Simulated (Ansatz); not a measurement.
# Settings and their price: Ca(311) slab under a Mg skin with O (101 atoms)

The cell holds 101 atoms: 54 Ca, 18 Mg and 29 O. Cell: a = 23.708 Å, b = 20.532 Å, c = 22.118 Å, α = 90.0°, β = 90.0°, γ = 106.8°. It derives from Ca (fcc) and Mg. Fcc Ca (a = 5.588 Å), (311) slab of 4 repeat layers, 6 x 3 surface cells, 16 Å of vacuum; top layer Mg; atoms within 2.02 Å of the bottom held; 29 O on hollow sites; displaced by a Gaussian of 0.03 Å. Regions: slab, 72 atoms (54 Ca and 18 Mg); O adsorbates, 29 atoms (29 O). Vacuum lies along c.

Geometry: as built.

Reference run: Kohn-Sham DFT, r2SCAN+D3(BJ), PAW (set soft_2), plane waves (Ansatz 0.2.0), cutoff 500 eV, k-mesh 2×2×1, fermi-dirac smearing of 0.1 eV.

| Item | Value |
| --- | --- |
| r.m.s. force component | 1.118 eV/Å |
| spacing of highest filled and lowest empty level | 0.015 eV |
| SCF cycles | 19 |
| time | 38 s on 1 × NVIDIA H100 80GB HBM3 with 5 threads of AMD EPYC 7R13 (Zen 3), shared host |

**Question.** The cell is repeated and solved at Γ. How do error, time and memory go?
- plane waves, 101 atoms (1×1×1)
- support functions, 101 atoms (1×1×1)
- plane waves, 202 atoms (1×2×1)
- support functions, 202 atoms (1×2×1)
- support functions, 404 atoms (2×2×1)

Differences are against the typed cell on a 2×2×1 mesh, which samples like Γ on 404 atoms (r.m.s. force component 1.12 eV/Å). Every repeated cell is solved at Γ, and forces are averaged over the copies of each atom. Hardware: 1 × NVIDIA H100 80GB HBM3 with 5 threads of AMD EPYC 7R13 (Zen 3), shared host.

```csv
atoms,repeats,basis,"Δ force, r.m.s. (meV/Å)",Δ energy (meV/atom),less plane waves of the same size (meV/atom),spread among copies (meV/Å),SCF cycles,time,host memory (GiB),planned on the GPU (GiB)
101,1×1×1,plane waves,6.53,1.03,-,-,18,14 s,3.6,21
101,1×1×1,support functions,6.48,-1.76,-2.8,-,32,57 s,5.8,29
202,1×2×1,plane waves,5.33,-1.81,-,0,19,49 s,4.9,61
202,1×2×1,support functions,5.30,-4.60,-2.8,0.019,33,1.9 min,9.6,56
404,2×2×1,support functions,0.607,-2.79,-,0.022,33,6.8 min,51,60
```

Repeating the cell at Γ samples more k-points: in plane waves the energy difference from the dense mesh goes from 1.03 meV/atom at 101 atoms to -1.81 at 202, and the force difference from 6.5 to 5.3 meV/Å. With plane waves, the time grows as the 1.8 power of the atom count between the two largest sizes, 101 and 202 atoms. With support functions, the time grows as the 1.9 power of the atom count between the two largest sizes, 202 and 404 atoms. At equal size the support functions lie 2.8 meV/atom below plane waves, likely because their grid holds more waves than 500 eV; no run tests this. Support functions take 4.0 times the time of plane waves at 101 atoms and 2.3 times at 202, so no crossover is reached among the sizes that both ran. Each time is a single run, so ratios and crossover are rough. The bases also began from different starting densities. At the largest size the support functions' forces differ from the reference by 0.054 % of the r.m.s. force, where they sample the same k-points.

[Logs are printed without paths, hosts, clocks, repeated set-up lines and the standing remarks that a program may print on its own settings, such as how far it seeks lower states.]

[Hosts, paths, dates, database ids (printed as entryN), source tags and the programs' standing remarks are cut or masked in the printed files.]
